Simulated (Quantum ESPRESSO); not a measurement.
## Ca2Si (Fm-3m): a mode Grüneisen parameter, worked out

Wanted: a fit of frequency against volume for Ca2Si (Fm-3m), tested on a run that is left out of it.

Main program and level: Quantum ESPRESSO 7.5; DFT LDA, scalar-relativistic, plane waves, PseudoDojo norm-conserving pseudopotentials.

### Step 1. The relaxed structure

It takes space group Fm-3m (No. 225, cubic). The conventional cell has a = 6.999 Å, b = 6.999 Å, c = 6.999 Å, α = 90.00°, β = 90.00°, γ = 90.00°. Ca has 4 Si at 3.03 Å nearest. Nearest to Si lie 8 Ca at 3.03 Å. Farther neighbours are not listed.

This is the cell after its relaxation at this level of theory, not the database cell from which that began.

### Step 2. Runs at several volumes

The relaxed cell is scaled uniformly; in this structure symmetry fixes all atoms, so nothing has to be relaxed anew. Each volume gets a ground state and a response at Γ. The mode followed is the highest one without the macroscopic field, of symmetry T1u; longitudinal polar modes lie higher. Cutoff 79 Ry, k mesh 8×8×8.

From the response at V/V₀ = 0.94:

Output:

```text
[banners, grids, parts of the stress and lines that vanish by symmetry left out]
Program PHONON v.7.5
     Reading xml data from directory:

[...]
Exchange-correlation= PW
                           (   1   4   0   0   0   0   0)
[...]
kinetic-energy cut-off    =      79.0000  Ry
     charge density cut-off    =     316.0000  Ry
     convergence threshold     =      1.0E-18
[...]
Exchange-correlation= PW
                           (   1   4   0   0   0   0   0)
[...]
q = (   0.0000000   0.0000000   0.0000000 )
     49 Sym.Ops. (with q -> -q+G )
     G cutoff = 1343.6413  (  51445 G-vectors)     FFT grid: ( 54, 54, 54)
     number of k points=    29
[...]
Mode symmetry, O_h (m-3m)  point group:
[...]
Dielectric constant
[...]
End of electric fields calculation
          Dielectric constant in cartesian axis
          (      19.474268175       0.000000000       0.000000000 )
          (       0.000000000      19.474268175       0.000000000 )
          (       0.000000000      -0.000000000      19.474268175 )
          Effective charges (d Force / dE) in cartesian axis without acoustic sum rule applied (asr)
           atom    1  Ca    Mean Z*:        2.10113
      Ex  (        2.10113        0.00000        0.00000 )
      Ey  (        0.00000        2.10113       -0.00000 )
      Ez  (        0.00000       -0.00000        2.10113 )
           atom    2  Ca    Mean Z*:        2.10113
      Ex  (        2.10113        0.00000       -0.00000 )
      Ey  (        0.00000        2.10113       -0.00000 )
      Ez  (       -0.00000       -0.00000        2.10113 )
           atom    3  Si    Mean Z*:       -4.22998
      Ex  (       -4.22998        0.00000        0.00000 )
      Ey  (        0.00000       -4.22998       -0.00000 )
      Ez  (        0.00000       -0.00000       -4.22998 )
          Effective charges Sum: Mean:       -0.02771
[...]
Effective charges (d Force / dE) in cartesian axis with asr applied:
           atom    1  Ca    Mean Z*:        2.11037
[...]
atom    2  Ca    Mean Z*:        2.11037
[...]
atom    3  Si    Mean Z*:       -4.22074
[...]
Representation #   1 modes #   1   2   3
[...]
End of self-consistent calculation
     Convergence has been achieved
     Representation #   2 modes #   4   5   6
[...]
End of self-consistent calculation
     Convergence has been achieved
     Representation #   3 modes #   7   8   9
[...]
End of self-consistent calculation
     Convergence has been achieved
[...]
Dielectric constant in cartesian axis
          (      19.474268175       0.000000000       0.000000000 )
          (       0.000000000      19.474268175       0.000000000 )
          (       0.000000000      -0.000000000      19.474268175 )
          Effective charges (d Force / dE) in cartesian axis without acoustic sum rule applied (asr)
           atom    1  Ca    Mean Z*:        2.10113
      Ex  (        2.10113        0.00000        0.00000 )
      Ey  (        0.00000        2.10113       -0.00000 )
      Ez  (        0.00000       -0.00000        2.10113 )
           atom    2  Ca    Mean Z*:        2.10113
      Ex  (        2.10113        0.00000       -0.00000 )
      Ey  (        0.00000        2.10113       -0.00000 )
      Ez  (       -0.00000       -0.00000        2.10113 )
           atom    3  Si    Mean Z*:       -4.22998
      Ex  (       -4.22998        0.00000        0.00000 )
      Ey  (        0.00000       -4.22998       -0.00000 )
      Ez  (        0.00000       -0.00000       -4.22998 )
          Effective charges Sum: Mean:       -0.02771
[...]
Effective charges (d Force / dE) in cartesian axis with asr applied:
           atom    1  Ca    Mean Z*:        2.11037
[...]
atom    2  Ca    Mean Z*:        2.11037
[...]
atom    3  Si    Mean Z*:       -4.22074
[...]
q = (    0.000000000   0.000000000   0.000000000 )
[...]
freq (    1) =      -0.037463 [THz] =      -1.249624 [cm-1]
     freq (    2) =      -0.037463 [THz] =      -1.249624 [cm-1]
     freq (    3) =      -0.037463 [THz] =      -1.249624 [cm-1]
     freq (    4) =       6.252673 [THz] =     208.566715 [cm-1]
     freq (    5) =       6.252673 [THz] =     208.566715 [cm-1]
     freq (    6) =       6.252673 [THz] =     208.566715 [cm-1]
     freq (    7) =       7.528878 [THz] =     251.136341 [cm-1]
     freq (    8) =       7.528878 [THz] =     251.136341 [cm-1]
     freq (    9) =       7.528878 [THz] =     251.136341 [cm-1]
[...]
Mode symmetry, O_h (m-3m)  point group:
     freq (   1-   3) =         -1.2  [cm-1]   --> T_1u G_15  G_4- I
     freq (   4-   6) =        208.6  [cm-1]   --> T_2g G_25' G_5+ R
     freq (   7-   9) =        251.1  [cm-1]   --> T_1u G_15  G_4- I

   JOB DONE.
```

One volume, V/V₀ = 1, is held back as a test.

```
V/V₀  volume (Å³/atom)  pressure (GPa)   ω (cm⁻¹)
0.94            26.857            2.92     251.14
0.97            27.714            1.35     239.61
   1            28.571            0.00  held back
1.03            29.428           -1.17     217.53
1.06            30.285           -2.18     206.98
```

### Step 3. The fit

The mode Grüneisen parameter is γ = −d ln ω / d ln V.

```
ln(V/V₀)    ln ω
 -0.0619  5.5260
 -0.0305  5.4790
  0.0296  5.3823
  0.0583  5.3326
```

A straight line through these points has the slope -1.609, so γ = 1.61; at V/V₀ = 1 it predicts ω = exp(5.4282 + 0.0000) = 227.73 cm⁻¹.

A parabola of pressure against ln V through V/V₀ = 0.97, 1 and 1.03 gives the bulk modulus B = −dP/d ln V = 42 GPa at V₀. With ω₀ from the fitted line the pressure coefficient follows as dω/dP = γ ω₀ / B = 1.61 × 227.7 / 42 = 8.74 cm⁻¹/GPa.

### Step 4. The run that was held back

Output:

```text
[banners, grids, parts of the stress and lines that vanish by symmetry left out]
[banner, memory and clock lines left out]
Program PHONON v.7.5

[...]
Exchange-correlation= PW
                           (   1   4   0   0   0   0   0)
[...]
kinetic-energy cut-off    =      79.0000  Ry
     charge density cut-off    =     316.0000  Ry
     convergence threshold     =      1.0E-18
[...]
Exchange-correlation= PW
                           (   1   4   0   0   0   0   0)
[...]
q = (   0.0000000   0.0000000   0.0000000 )
     49 Sym.Ops. (with q -> -q+G )
     G cutoff = 1400.2259  (  55009 G-vectors)     FFT grid: ( 54, 54, 54)
     number of k points=    29
[...]
Mode symmetry, O_h (m-3m)  point group:
[...]
Dielectric constant
[...]
End of electric fields calculation
          Dielectric constant in cartesian axis
          (      15.280396983      -0.000000000      -0.000000000 )
          (      -0.000000000      15.280396983      -0.000000000 )
          (      -0.000000000       0.000000000      15.280396983 )
          Effective charges (d Force / dE) in cartesian axis without acoustic sum rule applied (asr)
           atom    1  Ca    Mean Z*:        1.97221
      Ex  (        1.97221       -0.00000       -0.00000 )
      Ey  (       -0.00000        1.97221        0.00000 )
      Ez  (       -0.00000        0.00000        1.97221 )
           atom    2  Ca    Mean Z*:        1.97221
      Ex  (        1.97221       -0.00000        0.00000 )
      Ey  (       -0.00000        1.97221        0.00000 )
      Ez  (       -0.00000        0.00000        1.97221 )
[...]
(      -0.000000000       0.000000000      15.280396983 )
          Effective charges (d Force / dE) in cartesian axis without acoustic sum rule applied (asr)
           atom    1  Ca    Mean Z*:        1.97221
      Ex  (        1.97221       -0.00000       -0.00000 )
      Ey  (       -0.00000        1.97221        0.00000 )
      Ez  (       -0.00000        0.00000        1.97221 )
           atom    2  Ca    Mean Z*:        1.97221
      Ex  (        1.97221       -0.00000        0.00000 )
      Ey  (       -0.00000        1.97221        0.00000 )
      Ez  (       -0.00000        0.00000        1.97221 )
           atom    3  Si    Mean Z*:       -3.96568
      Ex  (       -3.96568        0.00000        0.00000 )
      Ey  (        0.00000       -3.96568       -0.00000 )
      Ez  (        0.00000       -0.00000       -3.96568 )
          Effective charges Sum: Mean:       -0.02126
[...]
Effective charges (d Force / dE) in cartesian axis with asr applied:
           atom    1  Ca    Mean Z*:        1.97930
[...]
atom    2  Ca    Mean Z*:        1.97930
[...]
atom    3  Si    Mean Z*:       -3.95859
[...]
q = (    0.000000000   0.000000000   0.000000000 )
[...]
freq (    1) =      -0.056377 [THz] =      -1.880532 [cm-1]
     freq (    2) =      -0.056377 [THz] =      -1.880532 [cm-1]
     freq (    3) =      -0.056377 [THz] =      -1.880532 [cm-1]
     freq (    4) =       5.858291 [THz] =     195.411539 [cm-1]
     freq (    5) =       5.858291 [THz] =     195.411539 [cm-1]
     freq (    6) =       5.858291 [THz] =     195.411539 [cm-1]
     freq (    7) =       6.847297 [THz] =     228.401230 [cm-1]
     freq (    8) =       6.847297 [THz] =     228.401230 [cm-1]
     freq (    9) =       6.847297 [THz] =     228.401230 [cm-1]
[...]
Mode symmetry, O_h (m-3m)  point group:
     freq (   1-   3) =         -1.9  [cm-1]   --> T_1u G_15  G_4- I
     freq (   4-   6) =        195.4  [cm-1]   --> T_2g G_25' G_5+ R
     freq (   7-   9) =        228.4  [cm-1]   --> T_1u G_15  G_4- I
```

It gives 228.40 cm⁻¹ against the predicted 227.73 cm⁻¹, a miss of 0.7 cm⁻¹.

### Step 5. Outcome

* mode Grüneisen parameter: 1.609
* bulk modulus: 41.9 GPa
* pressure coefficient: 8.74 cm⁻¹/GPa

**Reading.** The highest optical mode of Ca2Si (Fm-3m) without the LO-TO term stiffens by 8.74 cm⁻¹ a GPa near the relaxed volume, with γ = 1.61. The power law meets all 5 runs within 0.30 %; between neighbouring volumes γ runs from 1.50 to 1.73. Such a coefficient turns a measured shift of this mode into a hydrostatic stress; uniaxial or biaxial stress splits the mode and needs deformation potentials. These are harmonic values at zero temperature for the structure held cubic, which a run at Γ can't show to be stable; the bulk modulus rests on three points.

[Host names and launcher messages were left out of these logs when they were recorded.]

[Logs are printed without paths, hosts, clocks, repeated set-up lines and the standing remarks that a program may print on its own settings, such as how far it seeks lower states.]

[Hosts, paths, dates, database ids (printed as entryN), source tags and the programs' standing remarks are cut or masked in the printed files.]
